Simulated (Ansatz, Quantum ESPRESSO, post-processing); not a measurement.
# Li(110), 5 layers, one monolayer of Ga on hollow sites: vacuum level and surface dipole, part 5 of 6

Aim: the work function of each face of Li(110), 5 layers, one monolayer of Ga on hollow sites, and how it moves with functional, pseudopotentials and boundary condition.

Quantum ESPRESSO 7.5; plane-wave DFT, PBE, GBRV ultrasoft pseudopotentials; geometry and cross-check by Ansatz 0.2.0 with PAW datasets.

So far. Step 9 (Self-consistent run: rev-vdW-DF2, GBRV ultrasoft): The upper face goes from 4.348 eV (PBE, GBRV) to 4.579 eV, a change of +0.231 eV. Step 10 (Self-consistent run: vdW-DF-cx, GBRV ultrasoft): More iterations help only where the error still falls; otherwise the mixing, the start or the set-up has to change.

**11. SCF with pw.x: PW91, GBRV ultrasoft**

Level of this step: plane-wave DFT, PW91, GBRV ultrasoft pseudopotentials made under PBE (Quantum ESPRESSO 7.5). input_dft overrides the functional of the files.

Input file gbrv-pw91.in:

```
&control
  prefix = 'gbrv-pw91'
  outdir = './out'
  pseudo_dir = './pseudo'
  calculation = 'scf'
  tprnfor = .true.
/
&system
  ibrav = 0
  nat = 6
  ntyp = 2
  ecutwfc = 40
  ecutrho = 200
  input_dft = 'pw91'
  occupations = 'smearing'
  smearing = 'mv'
  degauss = 0.02
  assume_isolated = 'esm'
  esm_bc = 'bc1'
/
&electrons
  conv_thr = 1e-07
  mixing_beta = 0.4
  electron_maxstep = 120
  mixing_mode = 'local-TF'
/
ATOMIC_SPECIES
  Li  6.9400  li_pbe_v1.4.uspp.F.UPF
  Ga  69.7230  ga_pbe_v1.4.uspp.F.UPF
CELL_PARAMETERS angstrom
  2.46780266630000 -1.74500000000000 0.00000000000000
  2.46780266630000 1.74500000000000 0.00000000000000
  0.00000000000000 0.00000000000000 28.87121066540000
ATOMIC_POSITIONS crystal
  Li  0.000000000000 0.000000000000 -0.205487952010
  Li  0.500000000000 0.500000000000 -0.120011707310
  Li  0.000000000000 0.000000000000 -0.034535462710
  Li  0.482114414200 0.482114414200 0.048949662546
  Li  -0.030779820281 -0.030779820281 0.132889677377
  Ga  0.400704701061 0.400704701061 0.205487952010
K_POINTS automatic
  8 8 1 0 0 0
```

Launch:

```bash
$ OMP_NUM_THREADS=1 mpirun -n 4 pw.x -nk 4 -in gbrv-pw91.in > gbrv-pw91.out
```

Log:

```text
[banner, memory and clock lines left out]
Program PWSCF v.7.5 starts
[citation notice left out]

[...]
Message from routine setup:
[...]
bravais-lattice index     =            0
     lattice parameter (alat)  =       5.7116  a.u.
     unit-cell volume          =    1678.0212 (a.u.)^3
     number of atoms/cell      =            6
     number of atomic types    =            2
     number of electrons       =        34.00
     number of Kohn-Sham states=           21
     kinetic-energy cutoff     =      40.0000  Ry
     charge density cutoff     =     200.0000  Ry
     scf convergence threshold =      1.0E-07
     mixing beta               =       0.4000
     number of iterations used =            8  local-TF  mixing
     Exchange-correlation= PW91
                           (   1   4   2   2   0   0   0)

     Effective Screening Medium Method
     Boundary Conditions: Vacuum-Slab-Vacuum
     total charge in unit cell        =   0.0000
     grid points for fit at edges     =        4

[...]
PseudoPot. # 1 for Li read from file:
     ./pseudo/li_pbe_v1.4.uspp.F.UPF
     Pseudo is Ultrasoft, Zval =  3.0
     Generated by new atomic code, or converted to UPF format
     Using radial grid of  751 points,  5 beta functions with:
                l(1) =   0
                l(2) =   0
                l(3) =   0
                l(4) =   1
                l(5) =   1
     Q(r) pseudized with 10 coefficients,  rinner =    1.150   1.150   1.150

     PseudoPot. # 2 for Ga read from file:
     ./pseudo/ga_pbe_v1.4.uspp.F.UPF
     Pseudo is Ultrasoft + core correction, Zval = 19.0
     Generated by new atomic code, or converted to UPF format
     Using radial grid of  871 points,  6 beta functions with:
                l(1) =   0
                l(2) =   0
                l(3) =   1
                l(4) =   1
                l(5) =   2
                l(6) =   2
     Q(r) pseudized with  8 coefficients,  rinner =    1.250   1.250   1.250
                                                       1.250   1.250

     atomic species   valence    mass     pseudopotential
     Li                3.00     6.94000     Li( 1.00)
     Ga               19.00    69.72300     Ga( 1.00)

      2 Sym. Ops. (no inversion) found

[...]
number of k points=    21  Marzari-Vanderbilt smearing, width (Ry)=  0.0200
[...]
Dense  grid:    80083 G-vectors     FFT dimensions: (  25,  25, 250)

     Smooth grid:    57473 G-vectors     FFT dimensions: (  24,  24, 225)

     Initial potential from superposition of free atoms

     starting charge      30.7463, renormalised to      34.0000

     negative rho (up, down):  1.647E-03 0.000E+00
     Starting wfcs are   37 randomized atomic wfcs

     per-process dynamical memory:    70.0 Mb

     Self-consistent Calculation

     iteration #  1     ecut=    40.00 Ry     beta= 0.40
     Davidson diagonalization with overlap
     c_bands:  5 eigenvalues not converged
     ethr =  1.00E-02,  avg # of iterations = 37.3

     negative rho (up, down):  6.841E-01 0.000E+00

     total energy              =    -355.80784261 Ry
     estimated scf accuracy    <    2381.31149859 Ry

     iteration #  2     ecut=    40.00 Ry     beta= 0.40
[...]
c_bands:  1 eigenvalues not converged
     c_bands:  5 eigenvalues not converged
     c_bands:  4 eigenvalues not converged
     c_bands:  5 eigenvalues not converged
[...]
negative rho (up, down):  5.567E-01 0.000E+00

[...]
total energy              =    -495.38247665 Ry
     estimated scf accuracy    <      60.10719125 Ry

     iteration #  3     ecut=    40.00 Ry     beta= 0.40
[...]
negative rho (up, down):  4.203E-01 0.000E+00

[...]
total energy              =    -487.02080342 Ry
     estimated scf accuracy    <      53.66474162 Ry

     iteration #  4     ecut=    40.00 Ry     beta= 0.40
[...]
c_bands:  5 eigenvalues not converged
     c_bands:  1 eigenvalues not converged
     c_bands:  5 eigenvalues not converged
     c_bands:  1 eigenvalues not converged
[...]
negative rho (up, down):  3.647E-01 0.000E+00

[...]
total energy              =    -529.39311247 Ry
     estimated scf accuracy    <     877.28023649 Ry

     iteration #  5     ecut=    40.00 Ry     beta= 0.40
[...]
negative rho (up, down):  3.646E-01 0.000E+00

[...]
total energy              =    -531.80815131 Ry
     estimated scf accuracy    <    1042.79712577 Ry

     iteration #  6     ecut=    40.00 Ry     beta= 0.40
[...]
negative rho (up, down):  2.047E+00 0.000E+00

[...]
total energy              =    -468.63505445 Ry
     estimated scf accuracy    <    1043.22456661 Ry

[...]
iteration # 79     ecut=    40.00 Ry     beta= 0.40
[...]
negative rho (up, down):  1.548E-04 0.000E+00

[...]
total energy              =    -487.96057170 Ry
     estimated scf accuracy    <       0.00002613 Ry

     iteration # 80     ecut=    40.00 Ry     beta= 0.40
[...]
negative rho (up, down):  1.103E-04 0.000E+00

[...]
total energy              =    -487.96055073 Ry
     estimated scf accuracy    <       0.00000373 Ry

     iteration # 81     ecut=    40.00 Ry     beta= 0.40
[...]
negative rho (up, down):  1.228E-04 0.000E+00

[...]
total energy              =    -487.96057274 Ry
     estimated scf accuracy    <       0.00000013 Ry

     iteration # 82     ecut=    40.00 Ry     beta= 0.40
[...]
c_bands:  2 eigenvalues not converged
     c_bands:  2 eigenvalues not converged
     c_bands:  1 eigenvalues not converged
     c_bands:  1 eigenvalues not converged
[...]
negative rho (up, down):  1.369E-04 0.000E+00

[...]
End of self-consistent calculation

          k = 0.0000 0.0000 0.0000 (  7183 PWs)   bands (ev):

   -98.0847 -98.0561 -98.0311 -51.0111 -50.5964 -50.5417 -50.5221 -50.3798
   -18.4848 -18.4824 -18.3830 -18.3403 -18.3356 -11.7856  -7.2419  -6.8223
    -6.1317  -5.2831  -4.3566  -3.6576  -1.0271

          k = 0.0765 0.1083 0.0000 (  7203 PWs)   bands (ev):

   -98.0848 -98.0563 -98.0312 -51.0099 -50.5952 -50.5403 -50.5211 -50.3786
   -18.4830 -18.4596 -18.3906 -18.3463 -18.3357 -11.5110  -7.0233  -6.6023
    -5.9071  -5.0476  -4.1002  -3.3754  -0.7786

[...]
the Fermi energy is    -3.8472 ev

!    total energy              =    -487.96057784 Ry
     estimated scf accuracy    <       0.00000009 Ry
     smearing contrib. (-TS)   =       0.00077588 Ry
     internal energy E=F+TS    =    -487.96135372 Ry

     The total energy is F=E-TS. E is the sum of the following terms:
     one-electron contribution =    3494.44404439 Ry
     hartree contribution      =   -1758.29627643 Ry
     xc contribution           =     -65.56517591 Ry
     ewald contribution        =   -2158.54394577 Ry

     convergence has been achieved in  82 iterations

     negative rho (up, down):  1.369E-04 0.000E+00

     Forces acting on atoms (cartesian axes, Ry/au):

     atom    1 type  1   force =     0.00008043    0.00000000    0.00422051
     atom    2 type  1   force =     0.00008282    0.00000000   -0.00213859
     atom    3 type  1   force =     0.00005781    0.00000000   -0.00249667
     atom    4 type  1   force =    -0.00027023   -0.00000000   -0.00095656
     atom    5 type  1   force =    -0.00018172    0.00000000    0.00159718
     atom    6 type  2   force =     0.00023088    0.00000000   -0.00178880

     Total force =     0.005955     Total SCF correction =     0.001379
     SCF correction compared to forces is large: reduce conv_thr to get better values

[...]
```

The job ended after 2.8 min (4 MPI ranks of Arm Neoverse V2, shared host; peak memory 0.68 GiB; 11 min of CPU time).

Numbers from this step:

| Property | Result |
| --- | --- |
| free energy | -6639.0419 eV |
| Fermi energy | -3.847 eV |
| vacuum line at the lower end of the cell, over the Fermi level | 3.306 eV |
| vacuum line at the upper end of the cell, over the Fermi level | 4.388 eV |

The potential energy, planar mean oscillates, so the rows of the table below give means over windows of 2.42 Å about each position, cut where the curve ends. Its maxima inside the range that stand out by 2 % of the span (Å: eV): -4.7: 1.85, -2.2: 1.86, 0.2: 1.73, 2.7: 1.72, 4.7: 0.610. Its minima: -6.0: -2.72, -3.5: -2.45, -1.0: -2.35, 1.4: -2.37, 3.8: -2.25, 5.9: -11.4.

Electrostatic potential energy of an electron; zero at the Fermi level. The potential energy, planar mean by z; means over each step:

```csv
z (Å),"potential energy, planar mean (eV)"
-13.23,3.31
-10.81,3.30
-8.39,2.98
-5.97,-0.464
-3.55,-0.215
-1.13,-0.174
1.29,-0.217
3.71,-0.300
6.13,-4.44
8.55,4.18
10.97,4.39
13.39,4.39
```

The upper face goes from 4.348 eV (PBE, GBRV) to 4.388 eV, a change of +0.040 eV.

**12. Self-consistent run: no dipole correction**

What happens without any correction? The same slab is run as a plain periodic cell.

Level of this step: plane-wave DFT, PBE, GBRV ultrasoft pseudopotentials (Quantum ESPRESSO 7.5).

Input file nodip.in:

```
&control
  prefix = 'nodip'
  outdir = './out'
  pseudo_dir = './pseudo'
  calculation = 'scf'
  tprnfor = .true.
/
&system
  ibrav = 0
  nat = 6
  ntyp = 2
  ecutwfc = 40
  ecutrho = 200
  occupations = 'smearing'
  smearing = 'mv'
  degauss = 0.02
/
&electrons
  conv_thr = 1e-07
  mixing_beta = 0.4
  electron_maxstep = 120
  mixing_mode = 'local-TF'
/
ATOMIC_SPECIES
  Li  6.9400  li_pbe_v1.4.uspp.F.UPF
  Ga  69.7230  ga_pbe_v1.4.uspp.F.UPF
CELL_PARAMETERS angstrom
  2.46780266630000 -1.74500000000000 0.00000000000000
  2.46780266630000 1.74500000000000 0.00000000000000
  0.00000000000000 0.00000000000000 28.87121066540000
ATOMIC_POSITIONS crystal
  Li  0.000000000000 0.000000000000 0.287483614600
  Li  0.500000000000 0.500000000000 0.372959859300
  Li  0.000000000000 0.000000000000 0.458436103900
  Li  0.482114414200 0.482114414200 0.541921229156
  Li  -0.030779820281 -0.030779820281 0.625861243987
  Ga  0.400704701061 0.400704701061 0.698459518620
K_POINTS automatic
  8 8 1 0 0 0
```

Launch:

```bash
$ OMP_NUM_THREADS=1 mpirun -n 4 pw.x -nk 4 -in nodip.in > nodip.out
```

Log:

```text
[banner, memory and clock lines left out]
Program PWSCF v.7.5 starts
[citation notice left out]

[...]
Message from routine setup:
[...]
bravais-lattice index     =            0
     lattice parameter (alat)  =       5.7116  a.u.
     unit-cell volume          =    1678.0212 (a.u.)^3
     number of atoms/cell      =            6
     number of atomic types    =            2
     number of electrons       =        34.00
     number of Kohn-Sham states=           21
     kinetic-energy cutoff     =      40.0000  Ry
     charge density cutoff     =     200.0000  Ry
     scf convergence threshold =      1.0E-07
     mixing beta               =       0.4000
     number of iterations used =            8  local-TF  mixing
     Exchange-correlation=  SLA  PW   PBX  PBC
                           (   1   4   3   4   0   0   0)

[...]
PseudoPot. # 1 for Li read from file:
     ./pseudo/li_pbe_v1.4.uspp.F.UPF
     Pseudo is Ultrasoft, Zval =  3.0
     Generated by new atomic code, or converted to UPF format
     Using radial grid of  751 points,  5 beta functions with:
                l(1) =   0
                l(2) =   0
                l(3) =   0
                l(4) =   1
                l(5) =   1
     Q(r) pseudized with 10 coefficients,  rinner =    1.150   1.150   1.150

     PseudoPot. # 2 for Ga read from file:
     ./pseudo/ga_pbe_v1.4.uspp.F.UPF
     Pseudo is Ultrasoft + core correction, Zval = 19.0
     Generated by new atomic code, or converted to UPF format
     Using radial grid of  871 points,  6 beta functions with:
                l(1) =   0
                l(2) =   0
                l(3) =   1
                l(4) =   1
                l(5) =   2
                l(6) =   2
     Q(r) pseudized with  8 coefficients,  rinner =    1.250   1.250   1.250
                                                       1.250   1.250

     atomic species   valence    mass     pseudopotential
     Li                3.00     6.94000     Li( 1.00)
     Ga               19.00    69.72300     Ga( 1.00)

      2 Sym. Ops. (no inversion) found

[...]
number of k points=    21  Marzari-Vanderbilt smearing, width (Ry)=  0.0200
[...]
Dense  grid:    80083 G-vectors     FFT dimensions: (  25,  25, 250)

     Smooth grid:    57473 G-vectors     FFT dimensions: (  24,  24, 225)

     Initial potential from superposition of free atoms

     starting charge      30.7463, renormalised to      34.0000

     negative rho (up, down):  1.647E-03 0.000E+00
     Starting wfcs are   37 randomized atomic wfcs

     per-process dynamical memory:    70.0 Mb

     Self-consistent Calculation

     iteration #  1     ecut=    40.00 Ry     beta= 0.40
     Davidson diagonalization with overlap
     ethr =  1.00E-02,  avg # of iterations = 11.0

     negative rho (up, down):  8.820E-02 0.000E+00

     total energy              =    -492.60183266 Ry
     estimated scf accuracy    <    1926.33952679 Ry

     iteration #  2     ecut=    40.00 Ry     beta= 0.40
[...]
negative rho (up, down):  3.679E-01 0.000E+00

[...]
total energy              =    -452.07030914 Ry
     estimated scf accuracy    <     888.26195765 Ry

     iteration #  3     ecut=    40.00 Ry     beta= 0.40
[...]
negative rho (up, down):  2.616E-01 0.000E+00

[...]
total energy              =    -494.90189291 Ry
     estimated scf accuracy    <      72.73914299 Ry

     iteration #  4     ecut=    40.00 Ry     beta= 0.40
[...]
negative rho (up, down):  2.610E-01 0.000E+00

[...]
total energy              =    -482.26254866 Ry
     estimated scf accuracy    <      48.07632425 Ry

     iteration #  5     ecut=    40.00 Ry     beta= 0.40
[...]
negative rho (up, down):  1.943E-01 0.000E+00

[...]
total energy              =    -487.40413072 Ry
     estimated scf accuracy    <      52.15798240 Ry

     iteration #  6     ecut=    40.00 Ry     beta= 0.40
[...]
negative rho (up, down):  1.550E-01 0.000E+00

[...]
total energy              =    -489.14538539 Ry
     estimated scf accuracy    <       4.50142232 Ry

[...]
iteration # 30     ecut=    40.00 Ry     beta= 0.40
[...]
negative rho (up, down):  2.152E-04 0.000E+00

[...]
total energy              =    -487.66538181 Ry
     estimated scf accuracy    <       0.00000408 Ry

     iteration # 31     ecut=    40.00 Ry     beta= 0.40
[...]
negative rho (up, down):  1.446E-04 0.000E+00

[...]
total energy              =    -487.66538233 Ry
     estimated scf accuracy    <       0.00000117 Ry

     iteration # 32     ecut=    40.00 Ry     beta= 0.40
[...]
negative rho (up, down):  1.313E-04 0.000E+00

[...]
total energy              =    -487.66538297 Ry
     estimated scf accuracy    <       0.00000040 Ry

     iteration # 33     ecut=    40.00 Ry     beta= 0.40
[...]
negative rho (up, down):  1.400E-04 0.000E+00

[...]
End of self-consistent calculation

          k = 0.0000 0.0000 0.0000 (  7183 PWs)   bands (ev):

   -94.8898 -94.8610 -94.8365 -47.7307 -47.3080 -47.2515 -47.2327 -47.0785
   -15.2796 -15.2765 -15.1769 -15.1345 -15.1299  -8.6055  -4.0691  -3.6514
    -2.9648  -2.1187  -1.1875  -0.4788   2.4067

          k = 0.0765 0.1083 0.0000 (  7203 PWs)   bands (ev):

   -94.8898 -94.8612 -94.8366 -47.7295 -47.3068 -47.2501 -47.2317 -47.0773
   -15.2775 -15.2538 -15.1845 -15.1405 -15.1299  -8.3305  -3.8509  -3.4316
    -2.7403  -1.8831  -0.9313  -0.1972   2.6215

[...]
the Fermi energy is    -0.6793 ev

!    total energy              =    -487.66538301 Ry
     estimated scf accuracy    <       0.00000006 Ry
     smearing contrib. (-TS)   =       0.00071610 Ry
     internal energy E=F+TS    =    -487.66609911 Ry

     The total energy is F=E-TS. E is the sum of the following terms:
     one-electron contribution =   -1872.20923774 Ry
     hartree contribution      =     928.91128719 Ry
     xc contribution           =     -65.25689241 Ry
     ewald contribution        =     520.88874386 Ry

     convergence has been achieved in  33 iterations

     negative rho (up, down):  1.400E-04 0.000E+00

     Forces acting on atoms (cartesian axes, Ry/au):

     atom    1 type  1   force =     0.00001337    0.00000000    0.00373467
     atom    2 type  1   force =     0.00001587   -0.00000000   -0.00196202
     atom    3 type  1   force =    -0.00000530   -0.00000000   -0.00152537
     atom    4 type  1   force =    -0.00002658    0.00000000    0.00021032
     atom    5 type  1   force =     0.00008370    0.00000000    0.00122818
     atom    6 type  2   force =    -0.00008106   -0.00000000   -0.00168578

     Total force =     0.004953     Total SCF correction =     0.000883
     SCF correction compared to forces is large: reduce conv_thr to get better values

[...]
```

The job ended after 55 s (4 MPI ranks; peak memory 0.68 GiB).

**13. Electrostatic potential**

Input file nodip.pot.in:

```
&inputpp
  prefix = 'nodip'
  outdir = './out'
  filplot = 'nodip.pot.dat'
  plot_num = 11
/
```

Launch:

```bash
$ OMP_NUM_THREADS=1 mpirun -n 4 pp.x -in nodip.pot.in > nodip.pot.out
```

It took 0.92 s on 4 MPI ranks; peak memory 0.11 GiB.

The potential energy, planar mean oscillates, so the rows of the table below give means over windows of 2.43 Å about each position, cut where the curve ends. Its maxima inside the range that stand out by 2 % of the span (Å: eV): 9.5: 1.84, 12.0: 1.88, 14.4: 1.75, 16.9: 1.75, 18.9: 0.604, 23.1: 4.22. Its minima: 8.2: -2.73, 10.7: -2.45, 13.3: -2.35, 15.7: -2.34, 18.0: -2.21, 20.2: -11.5.

Electrostatic potential energy of an electron; zero at the Fermi level. The potential energy, planar mean by z; means over each step:

```csv
z (Å),"potential energy, planar mean (eV)"
1.22,3.68
3.65,3.48
6.08,2.83
8.51,-0.444
10.94,-0.202
13.37,-0.170
15.80,-0.191
18.23,-0.573
20.66,-3.95
23.09,4.15
25.52,4.05
27.95,3.87
```

The vacuum now slopes by 81 meV/Å: the images' field stands in it, and it also polarises the slab.

**14. All levels side by side**

All levels:

```csv
level,upper face (eV),lower face (eV),dipole (e Å),CPU time (s)
"QE PBE GBRV, sawtooth",4.347,3.288,-0.05036,1067
"QE PBE GBRV, ESM bc1",4.348,3.286,-,841.9
"QE rev-vdW-DF2 GBRV ultrasoft, ESM bc1",4.579,3.348,-,722.6
"QE PW91 GBRV ultrasoft, ESM bc1",4.388,3.306,-,673.8
"QE PBE GBRV, periodic uncorrected (sloping vacuum, so no single level)",4.03,3.575,-,220.8
"Ansatz PBE PAW, sawtooth (time of the whole relaxation)",4.344,3.284,-0.05042,40.64
```

The times are CPU seconds on a shared host; the codes use unlike cutoffs, datasets and smearings, so their times compare unlike work.

(Continued in part 6 of 6.)

[Logs are printed without paths, hosts, clocks, repeated set-up lines and the standing remarks that a program may print on its own settings, such as how far it seeks lower states.]

[Hosts, paths, dates, database ids (printed as entryN), source tags and the programs' standing remarks are cut or masked in the printed files.]

[Maps of the electrostatic potential energy from Ansatz leave out the sawtooth potential of an applied field or a dipole correction, so their vacuum need not be flat; planar profiles and work functions include it.]
